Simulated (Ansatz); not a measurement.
## Rb on Fe(110): change of the work function

How does one ordered layer of Rb (longbridge site) change the work function of Fe(110), and what dipole does each adsorbate carry?

Calculated with Ansatz 0.2.0; plane-wave DFT, PBE, Ansatz PAW.

## (1) The structure

The cell holds 4 atoms: 4 Fe. Cell: a = 2.485 Å, b = 2.485 Å, c = 24.088 Å, α = 90.0°, β = 90.0°, γ = 70.5°. Vacuum lies along c.

## (2) The clean slab

The bare slab comes first, as the zero from which every change is counted. The two lowest layers are held at bulk places and the upper ones relax. The dipole correction removes the false field that a one-sided slab makes across the periodic vacuum, so each face gets a flat vacuum level of its own.

input.yaml reads:

```yaml
crystal:
  lattice:
    - [2.029396462, -1.435, 0.0]
    - [2.029396462, 1.435, 0.0]
    - [0.0, 0.0, 24.088189386]
  atoms:
    - { symbol: Fe, position: [0.0, 0.0, 0.3736270857], spin: 2.5 }
    - { symbol: Fe, position: [0.5, 0.5, 0.4578756952], spin: 2.5 }
    - { symbol: Fe, position: [0.0, 0.0, 0.5421243048], spin: 2.5 }
    - { symbol: Fe, position: [0.5, 0.5, 0.6263729143], spin: 2.5 }
magnetization:
  spin_polarized: true
kpoints:
  mp_grid: { grid: [13, 13, 1] }
hamiltonian:
  xc: pbe
scf:
  occupations: { method: fermi_dirac, width: 0.1 }
  convergence: { dr2_threshold: 1.0e-08 }
efield:
  axis: 3
  dipole_correction: true
  ramp_position: 0.97
  ramp_width: 0.06
relax:
  f_tol: 0.02
  max_steps: 60
  constraints: [{ sites: [0, 1] }]
output:
  write_potential: true
  write_density: true
  volumetric_format: npy
```

On the command line:

```
ansatz run input.yaml --threads 4 --pin off --max-ram 12288MiB --backend cpu --events-out ev --progress --plain --runs-dir out
```

Numbers of over 12 decimals in the logs are rounded to 6 here.

The log of the run:

```text
Engine: ansatz 0.2.0, aarch64-unknown-linux-gnu
Pseudopotentials: kind: paw
Pseudopotential: Fe, paw, valence charge 16, recommended cutoff 420 eV (normal), Fe.paw.azcp
Functional definition: PBE
  parameter kappa = 0.804
  parameter beta = 0.066725
  exchange = pbe_x(kappa = kappa, mu = beta*pi^2/3)
  correlation = pbe_c(beta = beta)
Crystal: 4 atoms, lattice volume = 140.298 Å³
Basis set: ecut = 420 eV, 2715 PW (Γ), exchange–correlation on 36×36×324 points (8 copies of the dense FFT grid, shifted against one another)
Bands: 45, of which v1, the nominal top of the filled ones, is band 32 counted from 1 (31 counted from 0)
Symmetry: 4 space group operations
k-points: 49 of 169
Non-local potential: Fe, projectors of the file, l = 0: 3, l = 1: 2, l = 2: 3, l = 3: 1
PAW form: soft (Blöchl's): semilocal exchange-correlation on the pseudo side does not see the compensation charge
PAW one-centre angular grid: Fe, 590 points (default); XC on 64 Gauss nodes
Initial density: superposition of atomic densities (neutral atoms: chi_scale 0, normalization atom)
Starting moments: Σ|m| = 10 μB on 4 of 4 sites
Initial wavefunctions: pseudopotential atomic-orbital guess
Functional: x = pbe(κ = 0.804, μ = 0.219515), c = pbe(β = 0.066725)
SCF iter   1: F=—  HF=-17919.410135 eV  |F-HF|=—  |Δ(HF+E_count)|=         —  Δρ=4.19e-2 (↑1.53e-2 ↓4.19e-2)  dr2=8.41e0  dr2_m=4.93e-1  M=9.697 μB ∫|m|=9.801 μB  β_m=1.00  ethr=3.10e-3  p=0.000 e·Å  D=4.69e-13 V/Å  ΔV_dip=-0.00 eV  dr2_dipole=1.81e-11  V_vac-E_F(+/−)=7.54/7.54 eV  ⟨swp⟩=11.3  Hψ=23420  notcnv=0  defer=47
Mixer restart at iter 1: flushing history
efield: sawtooth ramp at fractional position 0.9700 (set: `efield.ramp_position`, or a place that a band, a saddle search or an elastic batch's reference lends), width 0.0600; the density the first Hamiltonian is built on has a dipole p = 0.000 e·Å; the dipole correction subtracts the counter field D = 4.69e-13 V/Å, which shifts the + side's vacuum level by -0.00 eV against the − side's; the planar-averaged density in the ramp window peaks in size at 7.9e-6 e/Å³
preconditioner: auto → LDOS  [metal: Δε(μ)=0.004 eV  Ē_g=6.680 eV  σ=0.100 eV  W_gap=0.01  n_scr=18 (ndim 8)  ℏωp=17.7 eV  f_vac=0.593  D(μ)=5.34/eV (n_scr^D=20)]
spin=Collinear: LDOS preconditioning applied to the charge; magnetization (m = ρ↑ − ρ↓) channel mixes plain (no charge-response kernel on spin).
SCF iter   2: F=—  HF=-17918.191032 eV  |F-HF|=—  |Δ(HF+E_count)|=    1.22e0  Δρ=1.23e-2 (↑1.23e-2 ↓9.12e-3)  dr2=9.47e-1  dr2_m=7.67e-2  M=9.717 μB ∫|m|=10.020 μB  β_m=0.34  ethr=3.10e-3  p=-0.000 e·Å  D=-7.11e-6 V/Å  ΔV_dip=0.00 eV  dr2_dipole=1.46e-5  V_vac-E_F(+/−)=6.44/6.44 eV  ⟨swp⟩=2.8  Hψ=8308  notcnv=0  defer=172
density mixer auto → msr1: a metal under ldos (density of states about μ 2.95 of a free-electron gas's, 18 screened modes)
SCF iter   3: F=—  HF=-17919.178567 eV  |F-HF|=—  |Δ(HF+E_count)|=   9.88e-1  Δρ=5.93e-3 (↑5.93e-3 ↓4.21e-3)  dr2=1.35e-1  dr2_m=1.61e-2  M=9.689 μB ∫|m|=10.055 μB  β_m=0.46  ethr=1.48e-3  p=-0.000 e·Å  D=-6.93e-5 V/Å  ΔV_dip=0.00 eV  dr2_dipole=2.73e-9  V_vac-E_F(+/−)=5.76/5.76 eV  ⟨swp⟩=2.9  Hψ=7252  notcnv=0  defer=173
SCF iter   4: F=—  HF=-17919.984859 eV  |F-HF|=—  |Δ(HF+E_count)|=         —  Δρ=1.00e-2 (↑1.00e-2 ↓5.98e-3)  dr2=3.30e-2  dr2_m=7.83e-2  M=10.043 μB ∫|m|=10.448 μB  β_m=0.46  ethr=2.11e-4  p=-0.000 e·Å  D=-5.53e-5 V/Å  ΔV_dip=0.00 eV  dr2_dipole=5.88e-7  V_vac-E_F(+/−)=5.13/5.13 eV  ⟨swp⟩=3.4  Hψ=9003  notcnv=0  defer=186
SCF iter   5: F=—  HF=-17920.154039 eV  |F-HF|=—  |Δ(HF+E_count)|=   1.69e-1  Δρ=5.16e-3 (↑5.16e-3 ↓3.63e-3)  dr2=8.81e-3  dr2_m=2.32e-2  M=10.069 μB ∫|m|=10.485 μB  β_m=0.73  ethr=5.16e-5  p=-0.000 e·Å  D=-4.52e-5 V/Å  ΔV_dip=0.00 eV  dr2_dipole=4.17e-6  V_vac-E_F(+/−)=4.90/4.90 eV  ⟨swp⟩=2.8  Hψ=9301  notcnv=0  defer=199
SCF iter   6: F=—  HF=-17920.183683 eV  |F-HF|=—  |Δ(HF+E_count)|=   2.96e-2  Δρ=2.28e-3 (↑2.28e-3 ↓8.06e-4)  dr2=8.68e-3  dr2_m=2.49e-3  M=10.156 μB ∫|m|=10.572 μB  β_m=0.72  ethr=1.38e-5  p=0.000 e·Å  D=2.36e-5 V/Å  ΔV_dip=-0.00 eV  dr2_dipole=2.35e-6  V_vac-E_F(+/−)=4.78/4.78 eV  ⟨swp⟩=3.1  Hψ=9570  notcnv=0  defer=198
SCF iter   7: F=—  HF=-17920.180853 eV  |F-HF|=—  |Δ(HF+E_count)|=   2.83e-3  Δρ=1.08e-3 (↑1.08e-3 ↓4.68e-4)  dr2=2.31e-3  dr2_m=1.81e-4  M=10.135 μB ∫|m|=10.556 μB  β_m=0.65  ethr=1.36e-5  p=-0.000 e·Å  D=-1.18e-5 V/Å  ΔV_dip=0.00 eV  dr2_dipole=7.23e-7  V_vac-E_F(+/−)=4.74/4.74 eV  ⟨swp⟩=2.2  Hψ=7599  notcnv=0  defer=196
SCF iter   8: F=—  HF=-17920.181798 eV  |F-HF|=—  |Δ(HF+E_count)|=   9.45e-4  Δρ=3.62e-4 (↑3.62e-4 ↓1.72e-4)  dr2=2.34e-4  dr2_m=3.39e-5  M=10.142 μB ∫|m|=10.563 μB  β_m=0.81  ethr=3.61e-6  p=-0.000 e·Å  D=-2.30e-6 V/Å  ΔV_dip=0.00 eV  dr2_dipole=1.33e-10  V_vac-E_F(+/−)=4.74/4.74 eV  ⟨swp⟩=2.1  Hψ=6302  notcnv=0  defer=193
SCF iter   9: F=—  HF=-17920.182119 eV  |F-HF|=—  |Δ(HF+E_count)|=   3.21e-4  Δρ=1.30e-4 (↑1.30e-4 ↓9.37e-5)  dr2=4.87e-5  dr2_m=4.79e-6  M=10.146 μB ∫|m|=10.566 μB  β_m=0.91  ethr=3.65e-7  p=-0.000 e·Å  D=-8.79e-6 V/Å  ΔV_dip=0.00 eV  dr2_dipole=3.30e-7  V_vac-E_F(+/−)=4.74/4.74 eV  ⟨swp⟩=3.3  Hψ=9174  notcnv=0  defer=193
SCF iter  10: F=—  HF=-17920.182137 eV  |F-HF|=—  |Δ(HF+E_count)|=   1.82e-5  Δρ=9.63e-5 (↑9.63e-5 ↓4.02e-5)  dr2=1.67e-5  dr2_m=3.98e-6  M=10.149 μB ∫|m|=10.568 μB  β_m=0.81  ethr=7.60e-8  p=0.000 e·Å  D=1.25e-5 V/Å  ΔV_dip=-0.00 eV  dr2_dipole=7.90e-7  V_vac-E_F(+/−)=4.75/4.75 eV  ⟨swp⟩=2.3  Hψ=7416  notcnv=0  defer=193
SCF iter  11: F=—  HF=-17920.182134 eV  |F-HF|=—  |Δ(HF+E_count)|=   3.41e-6  Δρ=3.77e-5 (↑3.77e-5 ↓2.20e-5)  dr2=3.74e-6  dr2_m=1.73e-7  M=10.149 μB ∫|m|=10.568 μB  β_m=0.68  ethr=2.60e-8  p=-0.000 e·Å  D=-9.71e-6 V/Å  ΔV_dip=0.00 eV  dr2_dipole=1.57e-7  V_vac-E_F(+/−)=4.75/4.75 eV  ⟨swp⟩=2.6  Hψ=7431  notcnv=0  defer=193
SCF iter  12: F=—  HF=-17920.182133 eV  |F-HF|=—  |Δ(HF+E_count)|=   8.14e-7  Δρ=1.17e-5 (↑1.17e-5 ↓6.79e-6)  dr2=4.84e-7  dr2_m=2.34e-8  M=10.149 μB ∫|m|=10.569 μB  β_m=0.61  ethr=5.84e-9  p=0.000 e·Å  D=2.39e-6 V/Å  ΔV_dip=-0.00 eV  dr2_dipole=4.19e-9  V_vac-E_F(+/−)=4.75/4.75 eV  ⟨swp⟩=2.3  Hψ=6613  notcnv=0  defer=193
SCF iter  13: F=—  HF=-17920.182133 eV  |F-HF|=—  |Δ(HF+E_count)|=   2.36e-8  Δρ=5.35e-6 (↑5.35e-6 ↓2.42e-6)  dr2=1.04e-7  dr2_m=9.48e-9  M=10.149 μB ∫|m|=10.569 μB  β_m=0.63  ethr=7.56e-10  p=-0.000 e·Å  D=-7.17e-7 V/Å  ΔV_dip=0.00 eV  dr2_dipole=9.84e-9  V_vac-E_F(+/−)=4.75/4.75 eV  ⟨swp⟩=3.0  Hψ=8156  notcnv=0  defer=193
[...]
SCF iter   3: F=—  HF=-17920.191302 eV  |F-HF|=—  |Δ(HF+E_count)|=   4.81e-4  Δρ=9.40e-4 (↑9.40e-4 ↓3.75e-4)  dr2=2.74e-3  dr2_m=4.47e-4  M=10.032 μB ∫|m|=10.439 μB  β_m=0.60  ethr=1.72e-5  p=0.002 e·Å  D=2.28e-3 V/Å  ΔV_dip=-0.05 eV  dr2_dipole=8.22e-4  V_vac-E_F(+/−)=4.69/4.74 eV  ⟨swp⟩=2.0  Hψ=5099  notcnv=0  defer=205
SCF iter   4: F=—  HF=-17920.192030 eV  |F-HF|=—  |Δ(HF+E_count)|=   7.27e-4  Δρ=5.95e-4 (↑5.95e-4 ↓3.54e-4)  dr2=1.53e-3  dr2_m=2.06e-4  M=10.027 μB ∫|m|=10.433 μB  β_m=0.52  ethr=4.27e-6  p=0.002 e·Å  D=2.08e-3 V/Å  ΔV_dip=-0.05 eV  dr2_dipole=5.65e-4  V_vac-E_F(+/−)=4.70/4.75 eV  ⟨swp⟩=2.0  Hψ=6201  notcnv=0  defer=203
SCF iter   5: F=—  HF=-17920.191922 eV  |F-HF|=—  |Δ(HF+E_count)|=   1.08e-4  Δρ=1.92e-4 (↑1.18e-4 ↓1.92e-4)  dr2=3.50e-4  dr2_m=2.37e-5  M=10.026 μB ∫|m|=10.431 μB  β_m=0.61  ethr=2.39e-6  p=0.001 e·Å  D=1.65e-3 V/Å  ΔV_dip=-0.04 eV  dr2_dipole=1.57e-4  V_vac-E_F(+/−)=4.71/4.75 eV  ⟨swp⟩=2.2  Hψ=5800  notcnv=0  defer=203
SCF iter   6: F=—  HF=-17920.191924 eV  |F-HF|=—  |Δ(HF+E_count)|=   1.98e-6  Δρ=1.37e-4 (↑1.37e-4 ↓7.50e-5)  dr2=7.44e-5  dr2_m=7.70e-6  M=10.027 μB ∫|m|=10.432 μB  β_m=0.58  ethr=5.47e-7  p=0.001 e·Å  D=1.36e-3 V/Å  ΔV_dip=-0.03 eV  dr2_dipole=2.63e-5  V_vac-E_F(+/−)=4.72/4.75 eV  ⟨swp⟩=1.7  Hψ=5233  notcnv=0  defer=203
SCF iter   7: F=—  HF=-17920.191917 eV  |F-HF|=—  |Δ(HF+E_count)|=   7.11e-6  Δρ=4.20e-5 (↑4.20e-5 ↓2.06e-5)  dr2=2.69e-6  dr2_m=7.91e-7  M=10.026 μB ∫|m|=10.431 μB  β_m=0.53  ethr=1.16e-7  p=0.001 e·Å  D=1.08e-3 V/Å  ΔV_dip=-0.03 eV  dr2_dipole=9.99e-8  V_vac-E_F(+/−)=4.72/4.75 eV  ⟨swp⟩=2.0  Hψ=5868  notcnv=0  defer=203
SCF iter   8: F=—  HF=-17920.191916 eV  |F-HF|=—  |Δ(HF+E_count)|=   1.46e-7  Δρ=1.66e-5 (↑1.66e-5 ↓1.09e-5)  dr2=6.42e-7  dr2_m=1.56e-7  M=10.026 μB ∫|m|=10.431 μB  β_m=0.55  ethr=4.21e-9  p=0.001 e·Å  D=9.89e-4 V/Å  ΔV_dip=-0.02 eV  dr2_dipole=1.84e-7  V_vac-E_F(+/−)=4.73/4.75 eV  ⟨swp⟩=3.2  Hψ=8208  notcnv=0  defer=203
SCF iter   9: F=—  HF=-17920.191917 eV  |F-HF|=—  |Δ(HF+E_count)|=   3.21e-7  Δρ=7.19e-6 (↑7.05e-6 ↓7.19e-6)  dr2=8.40e-7  dr2_m=4.36e-8  M=10.026 μB ∫|m|=10.431 μB  β_m=0.53  ethr=1.00e-9  p=0.001 e·Å  D=9.46e-4 V/Å  ΔV_dip=-0.02 eV  dr2_dipole=4.39e-7  V_vac-E_F(+/−)=4.73/4.75 eV  ⟨swp⟩=2.1  Hψ=6385  notcnv=0  defer=203
SCF iter  10: F=—  HF=-17920.191917 eV  |F-HF|=—  |Δ(HF+E_count)|=   1.62e-8  Δρ=4.22e-6 (↑4.22e-6 ↓2.15e-6)  dr2=3.29e-8  dr2_m=1.02e-8  M=10.026 μB ∫|m|=10.431 μB  β_m=0.51  ethr=1.00e-9  p=0.001 e·Å  D=8.73e-4 V/Å  ΔV_dip=-0.02 eV  dr2_dipole=3.26e-9  V_vac-E_F(+/−)=4.73/4.75 eV  ⟨swp⟩=1.9  Hψ=5345  notcnv=0  defer=203
SCF iter  11: F=—  HF=-17920.191917 eV  |F-HF|=—  |Δ(HF+E_count)|=   2.13e-8  Δρ=1.89e-6 (↑1.89e-6 ↓1.00e-6)  dr2=8.95e-9  dr2_m=1.06e-9  M=10.026 μB ∫|m|=10.431 μB  β_m=0.55  ethr=5.14e-11  p=0.001 e·Å  D=8.66e-4 V/Å  ΔV_dip=-0.02 eV  dr2_dipole=1.32e-10  V_vac-E_F(+/−)=4.73/4.75 eV  ⟨swp⟩=2.4  Hψ=6980  notcnv=0  defer=203
SCF iter  12: F=—  HF=-17920.191917 eV  |F-HF|=—  |Δ(HF+E_count)|=   9.64e-9  Δρ=8.64e-7 (↑5.56e-7 ↓8.64e-7)  dr2=1.36e-8  dr2_m=3.66e-10  M=10.026 μB ∫|m|=10.431 μB  β_m=0.50  ethr=1.40e-11  p=0.001 e·Å  D=8.60e-4 V/Å  ΔV_dip=-0.02 eV  dr2_dipole=2.09e-9  V_vac-E_F(+/−)=4.73/4.75 eV  ⟨swp⟩=2.3  Hψ=6694  notcnv=0  defer=203
SCF iter  13: F=-17920.191917 eV  HF=-17920.191917 eV  |F-HF|=2.69e-10  |Δ(HF+E_count)|=   1.58e-9  Δρ=4.03e-7 (↑2.82e-7 ↓4.03e-7)  dr2=1.88e-9  dr2_m=1.44e-11  M=10.026 μB ∫|m|=10.431 μB  ethr=1.40e-11  p=0.001 e·Å  D=8.61e-4 V/Å  ΔV_dip=-0.02 eV  dr2_dipole=3.39e-10  V_vac-E_F(+/−)=4.73/4.75 eV  ⟨swp⟩=7.3  Hψ=24171  notcnv=0
SCF 3 converged in 13 iterations: F = -17920.191917 eV  dr2 = 1.88e-9
relax step   3: F+E_penalty+E_count = -17920.19191681 eV  Δ(F+E_penalty+E_count) = -3.108e-3 eV  max|allowed force component| = 6.432e-3 eV/Å  Δτ_max = 0.0483 Å  (13 SCF iters, accepted)
NSCF: frozen V_eff on 49 k-points
the band table was solved once a step of the walk had ended and its energy, with any forces and stress, was formed, with the checks that follow a solve (25278 applications of the Hamiltonian). They found nothing against the state; the energy, forces and stress were not computed again (output.eigenvalues in the input reference)
solved again in the potential of the output density, not every published eigenvalue holds within its bar: in spin ↑, 24 eigenvalues moved, the lowest at band 43; the one that moved furthest (k=0, band 43), published at 8.310 eV, moved by -0.0035 eV, against a bar of 0.0032 eV; in spin ↓, 8 eigenvalues moved, the lowest at band 43; the one that moved furthest (k=0, band 43), published at 8.386 eV, moved by -0.0034 eV, [...]
WARN: The output density's exchange-correlation potential varies sharply where the density is thin. Do not read a vacuum level from v_tot or v_xc, or from such a field of the output density. On a cell that repeats whose density bears no net charge and no dipole along the vacuum's axis use v_es (v_loc + v_h of the components); under efield.dipole_correction with no amplitude use v_es + v_field, which holds any externa [...]
SCF converged after 13 iterations
Magnetization: 10.0258 μB (37.0129 up, 26.9871 down)
Absolute magnetization: 10.4312 μB (∫|ρ↑−ρ↓|, with the PAW one-centre terms)
Spin contamination: 0.1821 ħ² per cell (⟨S²⟩ above its minimum at these occupations)
Per-site moments (μB) at R_I (Å): [(2.656263, 1.025266), (2.397117, 1.017347), (2.356009, 1.004322), (2.609383, 1.004322)]
Free energy (F): -17920.191917 eV
Harris-Foulkes:  -17920.191917 eV  (|F-HF|=2.69e-10)
Internal energy: -17920.034691 eV  (E = F + TS)
E sigma→0 (E₀):  -17920.113304 eV
Entropy (-TS):   -0.157226 eV (-39.307 meV/atom)
Fermi energy:    2.942565 eV
Dipole field:    D = 0.000891 V/Å  (p = 0.000690 e·Å, saw-weighted, corrected)
Work function:   Φ+ = 4.7283 eV   Φ− = 4.7497 eV
Levels:          The Fermi level and band energies are counted from a zero that moves with the ramp; work functions are not
--- Per-component energies (eV) ---
  E_band       = -1837.014344
  E_kinetic    = 1395.230894
  E_local      = -124892.726605  (includes V_loc(G=0)·N_el)
  E_nonlocal   = 884.100556
  E_hartree    = 61291.652282
  E_xc         = -466.871252
  E_vxc        = -600.802695  (∫ρ·V_xc dr)
  E_paw        = -5471.653992  (= ΣΔE_a)
  E_vpaw       = -1206.124681  (= ΣTr[D̂ρ^β])
  E_aug_tail   = 0.003193  (compensation charges beyond the density's cutoff)
  E_efield     = 0.000000  (sawtooth field / dipole correction)
  E_vefield    = 0.001563  (∫n·V_field dr)
  E_ewald      = 49340.230232
  E_smearing   = -0.157226  (= −TS)
  E_closure    = 0.000000  (closes the sum)
  Σ components = -17920.191917   (vs F -17920.191917, Δ=0.00e0)
--- Forces (eV/Å), atoms counted from 1 ---
  atom   1  Fe     0.00000000     0.00000000     0.28828870
  atom   2  Fe     0.00000000     0.00000000    -0.28574658
  atom   3  Fe     0.00000000     0.00000000    -0.00643246
  atom   4  Fe     0.00000000     0.00000000     0.00387549
  max |Σ_I F_I| component: 1.49e-5 eV/Å
--- Band table (eV; the first three rows and the last of 98) ---
  k-point 0 ↑: bands = [... 28 lower, 1.3424, 1.6099, 1.7209, 1.7499, 1.7612, 1.7872, 1.7959, 1.8799, ... 9 higher]
  k-point 1 ↑: bands = [... 28 lower, 1.4070, 1.4596, 1.5882, 1.6545, 1.7538, 1.7627, 1.8002, 1.8653, ... 9 higher]
  k-point 2 ↑: bands = [... 28 lower, 1.1763, 1.3151, 1.5541, 1.5662, 1.7406, 1.7634, 1.7988, 1.8398, ... 9 higher]
  k-point 48 ↓: bands = [... 28 lower, 4.2650, 4.3730, 4.4758, 5.0084, 5.0848, 5.2405, 5.3605, 5.4232, ... 9 higher]
--- Relaxed structure (3 steps of the walk, 3 accepted, 0 SCFs on fresh bases) ---
  F+E_penalty+E_count = -17920.19191681 eV   max|allowed force component| = 6.432e-3 eV/Å
  atoms:
    - { symbol: Fe, position: [0.0, 0.0, 0.373627] }
    - { symbol: Fe, position: [0.5, 0.5, 0.457876] }
    - { symbol: Fe, position: [0.0, 0.0, 0.541146] }
    - { symbol: Fe, position: [0.5, 0.5, 0.622800] }
```

Wall time 74 s (4 threads of Arm Neoverse V1, shared host); peak memory 0.74 GiB.

Step by step:

```tsv
step	energy less that of the first step (eV)	largest force component (eV/Å)
1	0.0000	0.2690
2	-0.0067	0.1550
3	-0.0098	0.0064
```

The run keeps the 4 symmetry operations that it works with, so distortions that break them were not tested.

The atoms that moved most (Å):

```tsv
atom	dx	dy	dz	length
Fe4	0.000	0.000	-0.086	0.086
Fe3	0.000	0.000	-0.024	0.024
```

Final coordinates:

```cif
data_structure
_symmetry_space_group_name_H-M 'P 1'
_symmetry_Int_Tables_number 1
_cell_length_a 2.4855
_cell_length_b 2.4855
_cell_length_c 24.0882
_cell_angle_alpha 90.000
_cell_angle_beta 90.000
_cell_angle_gamma 70.529
_cell_volume 140.30
loop_
_atom_site_label
_atom_site_type_symbol
_atom_site_fract_x
_atom_site_fract_y
_atom_site_fract_z
_atom_site_occupancy
Fe1 Fe 0.00000 0.00000 0.37363 1
Fe2 Fe 0.50000 0.50000 0.45788 1
Fe3 Fe 0.00000 0.00000 0.54115 1
Fe4 Fe 0.50000 0.50000 0.62280 1
```

This step gave:

```
energy at zero smearing        : -17920.1133 eV
total moment                   : 10.03 μB
site moments                   : 2.656, 2.397, 2.356, 2.609 μB
work function, upper face      : 4.728 eV
work function, lower face      : 4.750 eV
dipole along the normal        : 6.90e-4 e·Å
step between the vacuum levels : -0.02144 eV
```

Running mean over 2.029 Å of the planar mean; the ramp of the sawtooth is left out. Table of electron's electrostatic potential energy less the Fermi level by z:

```tsv
z (Å)	electron's electrostatic potential energy less the Fermi level (eV)
3	4.75
4	4.75
5	4.74
6	4.68
7	3.91
8	-3.19
9	-9.41
10	-9.48
11	-9.48
12	-9.68
13	-9.56
14	-10.1
15	-9.49
16	-3.21
17	3.88
18	4.66
19	4.72
20	4.73
21	4.73
```

Site moment by atom:

```tsv
atom	site moment (μB)
Fe1	2.66
Fe2	2.40
Fe3	2.36
Fe4	2.61
```

The relaxation took 3 steps and lowered the energy by 0.0098 eV; the largest force on the free atoms ends at 0.0064 eV/Å.

The work function of the upper face is 4.73 eV.

(Continued in part 2 of 5.)

[Logs are printed without paths, hosts, clocks, repeated set-up lines and the standing remarks that a program may print on its own settings, such as how far it seeks lower states.]

[Hosts, paths, dates, database ids (printed as entryN), source tags and the programs' standing remarks are cut or masked in the printed files.]

[Maps of the electrostatic potential energy from Ansatz leave out the sawtooth potential of an applied field or a dipole correction, so their vacuum need not be flat; planar profiles and work functions include it.]
